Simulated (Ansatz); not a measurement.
# Phonons of Sc3PbC (Pm-3m) against volume, part 2 of 2

Does Sc3PbC (Pm-3m) expand much on heating, by its phonons?

Ansatz 0.2.0; DFT PBEsol, scalar-relativistic, plane waves, PAW; PAW set soft_1.

So far, highest frequency on the path or at a solved wavevector (cm⁻¹): step 2 (response at finite wavevector) 548.

### Step 4. Phonons at the other volume, volume ratio 0.97

The phonons are repeated at this volume on the same k and q meshes.

The input, input.yaml:

```yaml
crystal:
  lattice:
    - [4.4608088804, 0.0, 0.0]
    - [0.0, 4.4608088804, 0.0]
    - [0.0, 0.0, 4.4608088804]
  atoms:
    - { symbol: Sc, position: [0.0, 0.5, 0.5] }
    - { symbol: Sc, position: [0.5, 0.5, 0.0] }
    - { symbol: Sc, position: [0.5, 0.0, 0.5] }
    - { symbol: Pb, position: [0.0, 0.0, 0.0] }
    - { symbol: C, position: [0.5, 0.5, 0.5] }
kpoints:
  mp_grid: { grid: [8, 8, 8] }
hamiltonian:
  xc: pbesol
  pseudopotentials: { kind: paw, azcp: { folder: soft_1 }, xc_functional: pbe }
scf:
  occupations: { method: methfessel_paxton, width: 0.2 }
output:
  eigenvalues: true
phonons:
  method: dfpt
  qmesh: [4, 4, 4]
  temperatures: { t_max: 1000, t_step: 50 }
  qpath:
    path:
      - [[0.0, 0.0, 0.0], [0.0, 0.5, 0.0], [0.5, 0.5, 0.0], [0.0, 0.0, 0.0], [0.5, 0.5, 0.5], [0.0, 0.5, 0.0]]
      - [[0.5, 0.5, 0.5], [0.5, 0.5, 0.0]]
    npoints: 10
```

Command:

```sh
ansatz run input.yaml --threads 4 --pin off --max-ram 10240MiB --backend cpu --events-out ev --progress --plain --runs-dir out
```

Numbers of over 12 decimals in the logs are rounded to 6 here.

What it wrote:

```text
[...]
Crystal: 5 atoms, lattice volume = 88.765 Å³
Basis set: ecut = 420 eV, 1743 PW (Γ), exchange–correlation on 60×60×60 points (8 copies of the dense FFT grid, shifted against one another)
Bands: 31, of which v1, the nominal top of the filled ones, is band 26 counted from 1 (25 counted from 0)
Symmetry: 48 space group operations
k-points: 35 of 512
[...]
SCF iter   1: F=—  HF=-18346.333659 eV  |F-HF|=—  |Δ(HF+E_count)|=         —  Δρ=8.15e-2  dr2=1.68e1  ethr=3.10e-3  ⟨swp⟩=5.2  Hψ=4474  notcnv=0
[...]
SCF iter  12: F=-18341.699721 eV  HF=-18341.699721 eV  |F-HF|=1.09e-11  |Δ(HF+E_count)|=  1.09e-11  S|Δr|=    0.00e0  Δρ=2.75e-8  dr2=4.53e-13  ethr=1.00e-12  ⟨swp⟩=11.7  Hψ=5853  notcnv=0
SCF 1 converged in 12 iterations: F = -18341.699721 eV  dr2 = 4.53e-13
[...]
NSCF: frozen V_eff on 35 k-points
[...]
SCF converged after 12 iterations
[...]
Free energy (F): -18341.699721 eV
[...]
Internal energy: -18341.696552 eV  (E = F + TS)
E sigma→0 (E₀):  -18341.698929 eV
Entropy (-TS):   -0.003169 eV (-0.634 meV/atom)
Fermi energy:    12.848904 eV
[...]
--- Band table (eV; the first three rows and the last of 35) ---
  k-point 0: bands = [... 22 lower, 11.7921, 11.7921, 12.2853, 12.2853, 12.2853, 13.9595, 13.9595, 13.9595, ... 6 higher]
  k-point 1: bands = [... 22 lower, 11.8572, 11.9123, 12.0464, 12.0464, 12.3247, 13.3385, 14.1772, 14.1772, ... 6 higher]
  k-point 2: bands = [... 22 lower, 11.1145, 11.6209, 11.6209, 12.2492, 12.4294, 13.2993, 14.5426, 14.5426, ... 6 higher]
  k-point 34: bands = [... 22 lower, 10.4312, 10.4312, 10.4312, 13.7711, 13.7711, 13.7711, 14.0497, 14.0497, ... 6 higher]
[...]
ASR residual: 3.253e-5 → 0.000e0 eV/Å²; symmetrization residual: 1.132e-6 eV/Å²
  ASR residual per site (eV/Å²): 3.25e-5 3.25e-5 3.25e-5 1.14e-5 1.58e-5
[...]
--- Phonons (arbitrary-q DFPT): 10 irreducible q on the 4×4×4 mesh ---
[...]
interpolated dispersion: 62 rows × 15 modes
[...]
```

Run time: 13 min. Hardware: 4 threads of AMD EPYC 9R14 (Zen 4), shared host; peak memory 3.8 GiB; 48 min of CPU time.

Numbers from this step:

```yaml
sum_rule_residual_before_enforcement: 3.25e-5 eV/Å²
highest_frequency_on_the_path_or_at_a_solved_wavevector: 569.1 cm⁻¹
mean_frequency: 256.7 cm⁻¹
debye_temperature_second_moment: 558 K
logarithmic_mean_frequency: 212.3 cm⁻¹
highest_optical_mode_at_the_zone_centre_no_lo_to_term: 529.3 cm⁻¹
lowest_optical_zone_centre_mode: 133.0 cm⁻¹
lowest_mode_on_the_q_mesh_acoustic_modes_at_gamma_apart: 59.13 cm⁻¹
zero_point_energy_per_atom: 47.74 meV
heat_capacity_at_300_k: 21.45 J/(mol atoms K)
vibrational_entropy_at_300_k: 26.43 J/(mol atoms K)
edges_of_the_widest_gap_between_branches_on_path_and_mesh: 385.2, 518.7 cm⁻¹
```

Frequencies (cm⁻¹) solved at each irreducible wavevector; negative means imaginary. Frequencies by wavevector, by row:

| q in reciprocal lattice units | star | mode 1 | mode 2 | mode 3 | mode 4 | mode 13 | mode 14 | mode 15 |
| --- | --- | --- | --- | --- | --- | --- | --- | --- |
| 0 0 0 | 1 | 0 | 0 | 0 | 133 | 529.3 | 529.3 | 529.3 |
| 0 0 0.25 | 6 | 59.1 | 59.1 | 80.5 | 141.7 | 524.8 | 524.8 | 535.6 |
| 0 0 -0.5 | 3 | 83 | 83 | 96.5 | 153.7 | 518.7 | 518.7 | 569.1 |
| 0 0.25 0.25 | 12 | 70.9 | 74.4 | 90.3 | 153.7 | 526.4 | 531.1 | 536.2 |
| 0 0.25 -0.5 | 12 | 82.3 | 87.1 | 90.1 | 145.2 | 526.1 | 532.6 | 558.7 |
| 0 -0.5 -0.5 | 3 | 85.4 | 85.4 | 92 | 113.4 | 526 | 548.2 | 548.2 |
| 0.25 0.25 0.25 | 8 | 78.8 | 78.8 | 94.3 | 154 | 531.9 | 531.9 | 533.6 |
| 0.25 0.25 -0.5 | 12 | 83.9 | 87.9 | 88.8 | 149 | 531.4 | 532.5 | 549.1 |
| 0.25 -0.5 -0.5 | 6 | 86 | 86 | 88.1 | 127.2 | 527.1 | 540.3 | 540.3 |
| -0.5 -0.5 -0.5 | 1 | 86 | 86 | 86 | 138.9 | 541.7 | 541.7 | 541.7 |

The highest optical mode at the zone centre (no LO-TO term) is 529.3 cm⁻¹, +26.9 cm⁻¹ against the base run.

### Step 5. Relaxing at another volume, volume ratio 1.03

The volume is scaled by 1.03 and held; symmetry leaves nothing to relax, so this is a single point. The modes can then be followed against volume.

input.yaml, the sections that differ from step 4:

```yaml
crystal:
  lattice:
    - [4.5509505178, 0.0, 0.0]
    - [0.0, 4.5509505178, 0.0]
    - [0.0, 0.0, 4.5509505178]
  atoms:
    - { symbol: Sc, position: [0.0, 0.5, 0.5] }
    - { symbol: Sc, position: [0.5, 0.5, 0.0] }
    - { symbol: Sc, position: [0.5, 0.0, 0.5] }
    - { symbol: Pb, position: [0.0, 0.0, 0.0] }
    - { symbol: C, position: [0.5, 0.5, 0.5] }
output:
  forces: true
  stress: true
  eigenvalues: true
# kpoints, hamiltonian, scf: as in step 4
# phonons: removed
```

What it wrote:

```text
[...]
Crystal: 5 atoms, lattice volume = 94.255 Å³
Basis set: ecut = 420 eV, 1839 PW (Γ), exchange–correlation on 64×64×64 points (8 copies of the dense FFT grid, shifted against one another)
Bands: 31, of which v1, the nominal top of the filled ones, is band 26 counted from 1 (25 counted from 0)
Symmetry: 48 space group operations
[...]
k-points: 35 of 512
[...]
k-point 0: bands = [... 22 lower, 10.9855, 10.9855, 11.4868, 11.4868, 11.4868, 13.0017, 13.0017, 13.0017, ... 1 higher]
  k-point 1: bands = [... 22 lower, 11.0192, 11.0991, 11.2463, 11.2463, 11.5251, 12.3617, 13.2221, 13.2221, ... 1 higher]
  k-point 2: bands = [... 22 lower, 10.2769, 10.8260, 10.8260, 11.4174, 11.6272, 12.3543, 13.5763, 13.5763, ... 1 higher]
  k-point 34: bands = [... 22 lower, 9.6200, 9.6200, 9.6200, 12.8337, 12.8337, 12.8337, 13.1234, 13.1235, ... 1 higher]
[key lines of the parts left out:]
SCF converged after 9 iterations
Free energy (F): -18341.702473 eV
Fermi energy:    12.003711 eV
P = ⅓ Tr σ = -2.9121 GPa (-29.121 kbar)
```

Run time: 1.3 s. Hardware: 4 threads; peak memory 0.52 GiB.

This step gave:

```
pressure        : -2.912 GPa
volume per atom : 18.85 Å³
```

The run ends at a pressure of -2.91 GPa.

### Step 6. Phonons at the other volume, volume ratio 1.03

The phonons are repeated at this volume on the same k and q meshes.

input.yaml: that of step 5 with these lines changed.

```diff
@@ -19,4 +19,11 @@
 output:
-  forces: true
-  stress: true
   eigenvalues: true
+phonons:
+  method: dfpt
+  qmesh: [4, 4, 4]
+  temperatures: { t_max: 1000, t_step: 50 }
+  qpath:
+    path:
+      - [[0.0, 0.0, 0.0], [0.0, 0.5, 0.0], [0.5, 0.5, 0.0], [0.0, 0.0, 0.0], [0.5, 0.5, 0.5], [0.0, 0.5, 0.0]]
+      - [[0.5, 0.5, 0.5], [0.5, 0.5, 0.0]]
+    npoints: 10
```

What it wrote:

```text
[...]
Crystal: 5 atoms, lattice volume = 94.255 Å³
Basis set: ecut = 420 eV, 1839 PW (Γ), exchange–correlation on 64×64×64 points (8 copies of the dense FFT grid, shifted against one another)
Bands: 31, of which v1, the nominal top of the filled ones, is band 26 counted from 1 (25 counted from 0)
Symmetry: 48 space group operations
k-points: 35 of 512
[...]
k-point 34: bands = [... 22 lower, 9.6200, 9.6200, 9.6200, 12.8337, 12.8337, 12.8337, 13.1235, 13.1235, ... 6 higher]
[...]
ASR residual: 1.883e-5 → 0.000e0 eV/Å²; symmetrization residual: 1.344e-6 eV/Å²
  ASR residual per site (eV/Å²): 1.17e-5 1.17e-5 1.17e-5 1.88e-5 6.47e-6
[...]
--- Phonons (arbitrary-q DFPT): 10 irreducible q on the 4×4×4 mesh ---
[...]
interpolated dispersion: 62 rows × 15 modes
[...]
[key lines of the parts left out:]
SCF converged after 12 iterations
Free energy (F): -18341.702473 eV
Fermi energy:    12.003721 eV
```

The job ended after 14 min (4 threads; peak memory 4 GiB; 53 min of CPU time).

Numbers from this step:

* sum-rule residual before enforcement: 1.88e-5 eV/Å²
* highest frequency on the path or at a solved wavevector: 527 cm⁻¹
* mean frequency: 235.8 cm⁻¹
* Debye temperature (second moment): 511 K
* logarithmic mean frequency: 195.6 cm⁻¹
* highest optical mode at the zone centre (no LO-TO term): 476.6 cm⁻¹
* lowest optical zone-centre mode: 119.5 cm⁻¹
* lowest mode on the q mesh (acoustic modes at Γ apart): 55.3 cm⁻¹
* zero-point energy per atom: 43.84 meV
* heat capacity at 300 K: 21.91 J/(mol atoms K)
* vibrational entropy at 300 K: 28.19 J/(mol atoms K)
* edges of the widest gap between branches, on path and mesh: 351.5, 466.4 cm⁻¹

The highest optical mode at the zone centre (no LO-TO term) is 476.6 cm⁻¹, -25.8 cm⁻¹ against the base run.

### Step 7. Grüneisen parameters

The Grüneisen parameter of a mode is minus the logarithmic change of its frequency with volume, −d ln ω / d ln V; weighted by heat capacity it gives the expansion.

Numbers from this step:

```
bulk modulus : 105.1 GPa
```

Phonon branches along the path, in cm⁻¹:

| point | branch 1 | branch 2 | branch 3 | branch 4 | branch 12 | branch 13 | branch 14 | branch 15 |
| --- | --- | --- | --- | --- | --- | --- | --- | --- |
| Γ | 0 | 0 | 0 | 126 | 271 | 502 | 502 | 502 |
| halfway | 57 | 57 | 77 | 135 | 283 | 498 | 498 | 512 |
| X | 80 | 80 | 92 | 148 | 302 | 492 | 492 | 548 |
| halfway | 80 | 83 | 86 | 140 | 318 | 499 | 508 | 537 |
| M | 82 | 82 | 88 | 109 | 337 | 499 | 526 | 526 |
| halfway | 68 | 72 | 86 | 147 | 295 | 500 | 507 | 513 |
| Γ | 0 | 0 | 0 | 126 | 271 | 502 | 502 | 502 |
| halfway | 76 | 76 | 90 | 147 | 306 | 508 | 508 | 510 |
| R | 84 | 84 | 84 | 135 | 368 | 520 | 520 | 520 |
| halfway | 81 | 84 | 85 | 143 | 328 | 506 | 508 | 527 |
| X | 80 | 80 | 92 | 148 | 302 | 492 | 492 | 548 |
| jump to R | 84 | 84 | 84 | 135 | 368 | 520 | 520 | 520 |
| halfway | 83 | 83 | 85 | 123 | 346 | 502 | 518 | 518 |
| M | 82 | 82 | 88 | 109 | 337 | 499 | 526 | 526 |

The same for volume x 0.97:

| point | branch 1 | branch 2 | branch 3 | branch 4 | branch 12 | branch 13 | branch 14 | branch 15 |
| --- | --- | --- | --- | --- | --- | --- | --- | --- |
| Γ | 0 | 0 | 0 | 133 | 279 | 529 | 529 | 529 |
| X | 83 | 83 | 96 | 154 | 318 | 519 | 519 | 569 |
| M | 85 | 85 | 92 | 113 | 354 | 526 | 548 | 548 |
| Γ | 0 | 0 | 0 | 133 | 279 | 529 | 529 | 529 |
| R | 86 | 86 | 86 | 139 | 385 | 542 | 542 | 542 |
| X | 83 | 83 | 96 | 154 | 318 | 519 | 519 | 569 |
| R | 86 | 86 | 86 | 139 | 385 | 542 | 542 | 542 |
| M | 85 | 85 | 92 | 113 | 354 | 526 | 548 | 548 |

The same for volume x 1.03:

| point | branch 1 | branch 2 | branch 3 | branch 4 | branch 12 | branch 13 | branch 14 | branch 15 |
| --- | --- | --- | --- | --- | --- | --- | --- | --- |
| Γ | 0 | 0 | 0 | 120 | 262 | 477 | 477 | 477 |
| X | 76 | 76 | 88 | 142 | 286 | 466 | 466 | 527 |
| M | 80 | 80 | 83 | 105 | 321 | 472 | 505 | 505 |
| Γ | 0 | 0 | 0 | 120 | 262 | 477 | 477 | 477 |
| R | 81 | 81 | 81 | 131 | 352 | 498 | 498 | 498 |
| X | 76 | 76 | 88 | 142 | 286 | 466 | 466 | 527 |
| R | 81 | 81 | 81 | 131 | 352 | 498 | 498 | 498 |
| M | 80 | 80 | 83 | 105 | 321 | 472 | 505 | 505 |

Mode Grueneisen parameter -dln(w)/dln(V), modes matched by rank; at Γ the acoustic branches take the value of a neighbouring point of the path. The mode Grüneisen parameters at the labelled points ():

| point | branch 1 | branch 2 | branch 3 | branch 4 | branch 12 | branch 13 | branch 14 | branch 15 |
| --- | --- | --- | --- | --- | --- | --- | --- | --- |
| Γ | 0.91 | 0.91 | 1.70 | 1.78 | 1.05 | 1.75 | 1.75 | 1.75 |
| halfway | 1.11 | 1.11 | 1.52 | 1.64 | 1.41 | 1.75 | 1.75 | 1.50 |
| X | 1.38 | 1.38 | 1.56 | 1.31 | 1.80 | 1.77 | 1.77 | 1.28 |
| halfway | 1.17 | 1.52 | 1.41 | 1.25 | 1.56 | 1.78 | 1.55 | 1.32 |
| M | 1.17 | 1.17 | 1.68 | 1.27 | 1.59 | 1.80 | 1.36 | 1.36 |
| halfway | 1.19 | 1.30 | 1.51 | 1.47 | 1.34 | 1.76 | 1.56 | 1.49 |
| Γ | 1.02 | 1.50 | 1.50 | 1.78 | 1.05 | 1.75 | 1.75 | 1.75 |
| halfway | 1.18 | 1.18 | 1.61 | 1.53 | 1.29 | 1.57 | 1.57 | 1.53 |
| R | 1.02 | 1.02 | 1.02 | 1.01 | 1.53 | 1.40 | 1.40 | 1.40 |
| halfway | 1.15 | 1.38 | 1.29 | 1.33 | 1.48 | 1.60 | 1.57 | 1.36 |
| X | 1.38 | 1.38 | 1.56 | 1.31 | 1.80 | 1.77 | 1.77 | 1.28 |
| jump to R | 1.02 | 1.02 | 1.02 | 1.01 | 1.53 | 1.40 | 1.40 | 1.40 |
| halfway | 1.08 | 1.08 | 1.30 | 1.11 | 1.53 | 1.62 | 1.39 | 1.39 |
| M | 1.17 | 1.17 | 1.68 | 1.27 | 1.59 | 1.80 | 1.36 | 1.36 |

(dS/dlnV)/C_V. Thermodynamic Grueneisen parameter against temperature:

| temperature (K) | thermodynamic Grueneisen parameter |
| --- | --- |
| 50 | 1.31 |
| 100 | 1.31 |
| 150 | 1.33 |
| 200 | 1.34 |
| 250 | 1.34 |
| 300 | 1.35 |
| 350 | 1.35 |
| 400 | 1.36 |
| 450 | 1.36 |
| 500 | 1.36 |
| 550 | 1.36 |
| 600 | 1.36 |
| 650 | 1.36 |
| 700 | 1.36 |
| 750 | 1.36 |
| 800 | 1.36 |
| 850 | 1.36 |
| 900 | 1.36 |
| 950 | 1.36 |
| 1000 | 1.36 |

Gamma C_V/(B V) at the static volume. The volume expansion by temperature:

| temperature (K) | volume expansion (1e-6/K) |
| --- | --- |
| 50 | 5.78 |
| 100 | 13.7 |
| 150 | 18.7 |
| 200 | 21.8 |
| 250 | 23.9 |
| 300 | 25.3 |
| 350 | 26.2 |
| 400 | 26.9 |
| 450 | 27.3 |
| 500 | 27.7 |
| 550 | 28.0 |
| 600 | 28.2 |
| 650 | 28.4 |
| 700 | 28.5 |
| 750 | 28.6 |
| 800 | 28.7 |
| 850 | 28.8 |
| 900 | 28.8 |
| 950 | 28.9 |
| 1000 | 28.9 |

### Step 8. What came out

```json
{
  "bulk modulus": "105 GPa",
  "thermodynamic Grüneisen parameter at 300 K": "1.35",
  "volume expansion at 300 K, estimated": "25.27 × 10⁻⁶ K⁻¹"
}
```

By this estimate the volume grows by 25.3 × 10⁻⁶ per kelvin at 300 K. The highest optical mode at Γ goes from 529 to 477 cm⁻¹ as the cell grows, a Grüneisen parameter of 1.75. Mode parameters on the path run from 0.66 to 2.1, with a median of 1.3. Branches are matched by rank, so values near crossings are rough. The expansion is the Grüneisen estimate at the static volume, with the static bulk modulus. With no gap, or one that is small against the smearing, the frequencies hang on the k mesh and the smearing, most of all near Kohn anomalies. The phonon runs are without spin polarisation, although the cell has an odd electron count. Spin-orbit coupling is left out, which can matter for the heavy elements here. The PAW files were made for PBE and serve the other functionals too.

[Logs are printed without paths, hosts, clocks, repeated set-up lines and the standing remarks that a program may print on its own settings, such as how far it seeks lower states.]

[Hosts, paths, dates, database ids (printed as entryN), source tags and the programs' standing remarks are cut or masked in the printed files.]
